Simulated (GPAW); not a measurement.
Consider TiO2 (Rutile, P4_2/mnm).

```xyz
6
Lattice="4.5922 0.0000 0.0000 0.0000 4.5922 0.0000 0.0000 0.0000 2.9574" Properties=species:S:1:pos:R:3 pbc="T T T"
Ti    2.2961    2.2961    1.4787
Ti    0.0000    0.0000    0.0000
O     3.6965    0.8957    1.4787
O     3.1918    3.1918    0.0000
O     0.8957    3.6965    1.4787
O     1.4004    1.4004    0.0000
```

Absorber: atom 1, with 4 O at 1.95 Å and 2 O at 1.98 Å (octahedral, site symmetry mmm). Method: GPAW, LDA, full core hole (charged cell), 12-atom cell with 5.5 Å between holes, 6×6×6 k points, dipole transitions, Gaussian full width 0.94 eV up to 4 eV, rising linearly to 3.5 eV at 25 eV.

Question: Predict the near-edge structure at the Ti K edge.

Main maxima up to 30 eV above the zero (height): 2.5 eV (0.33), 5.6 eV (0.34), 17.6 eV (3.05) and 21.9 eV (2.93). A K edge sees empty p states. The first eV above the zero hold little dipole weight, as the lowest empty bands are of d character; the main edge, of 4p character, rises through 0.6 near 10 eV above the zero. The total-energy difference plus the lowest empty eigenvalue puts the zero at 4970.95 eV. One term is added: -22.68 eV, since the hole is spin-paired here and a spin-polarised one costs that much less in the free atom (computed apart). The photon energy is then 4948.27 eV. The tabulated edge of the element is 4966 eV. The functional and the charged cell's background leave an error in such absolute values: in the free atom LDA prices this hole 13.2 eV below PBE (computed apart), and PBE is itself good to a few eV.

The Ti K spectrum (energy from the lowest empty level; intensity scaled to a mean of 1 over the first 20 eV; polarised curves are means over the symmetry-equivalent atoms):

```
E (eV)  isotropic  ε ⊥ c  ε ∥ c
  -2.0       0.00   0.00   0.00
  -1.4       0.00   0.00   0.00
  -0.8       0.00   0.00   0.00
  -0.2       0.01   0.01   0.01
   0.4       0.03   0.03   0.03
   1.0       0.03   0.03   0.02
   1.6       0.11   0.13   0.08
   2.2       0.30   0.26   0.39
   2.8       0.29   0.22   0.42
   3.4       0.16   0.13   0.21
   4.0       0.07   0.06   0.07
   4.6       0.12   0.12   0.12
   5.2       0.30   0.24   0.42
   5.8       0.32   0.25   0.46
   6.4       0.15   0.12   0.20
   7.0       0.04   0.03   0.05
   7.6       0.02   0.02   0.01
   8.2       0.04   0.05   0.03
   8.8       0.10   0.13   0.06
   9.4       0.22   0.28   0.11
  10.0       0.45   0.58   0.20
  10.6       0.77   1.00   0.32
  11.2       1.03   1.32   0.43
  11.8       1.10   1.39   0.53
  12.4       1.09   1.31   0.66
  13.0       1.12   1.27   0.83
  13.6       1.21   1.33   0.97
  14.2       1.34   1.46   1.09
  14.8       1.51   1.64   1.27
  15.4       1.79   1.92   1.55
  16.0       2.21   2.36   1.91
  16.6       2.68   2.89   2.25
  17.2       2.99   3.23   2.50
  17.8       3.05   3.25   2.64
  18.4       2.91   3.00   2.74
  19.0       2.74   2.67   2.89
  19.6       2.65   2.43   3.09
  20.2       2.67   2.35   3.32
  20.8       2.78   2.43   3.48
  21.4       2.89   2.58   3.50
  22.0       2.93   2.70   3.37
  22.6       2.86   2.74   3.11
  23.2       2.72   2.69   2.78
  23.8       2.54   2.59   2.45
  24.4       2.35   2.45   2.16
  25.0       2.14   2.26   1.91
  25.6       1.91   2.01   1.71
  26.2       1.67   1.73   1.55
  26.8       1.45   1.46   1.43
  27.4       1.28   1.24   1.36
  28.0       1.18   1.10   1.34
  28.6       1.15   1.04   1.37
  29.2       1.15   1.02   1.42
  29.8       1.20   1.06   1.47
  30.4       1.27   1.14   1.53
  31.0       1.37   1.26   1.59
  31.6       1.49   1.40   1.67
```

Quadrupole 1s→3d transitions, which feed the pre-edge, are not in the dipole spectrum. The holes are only 5.5 Å apart, so the shape is probably not converged with cell size; no larger cell was run here. The mesh is coarse (0.24 Å⁻¹ between points), so small maxima may be mesh ripples. Lifetime broadening is put in by hand, and intensities beyond about 20 eV depend on it and on the partial waves. The structure is a published determination, not relaxed.

[Banner, clock and machine lines of the logs are left out without a mark of their own.]

[Logs are printed without paths, hosts, clocks, repeated set-up lines and the standing remarks that a program may print on its own settings, such as how far it seeks lower states.]

[Hosts, paths, dates, database ids (printed as entryN), source tags and the programs' standing remarks are cut or masked in the printed files.]

[Lists of maxima count a maximum above −3 eV only where it reaches 4 % of the highest in the window and stands out from its surroundings by 2 % of it (1.5 % where it reaches 55 %); shoulders and weaker maxima are passed over, and of the rest the first, up to two pre-edge ones and the few strongest are named.]
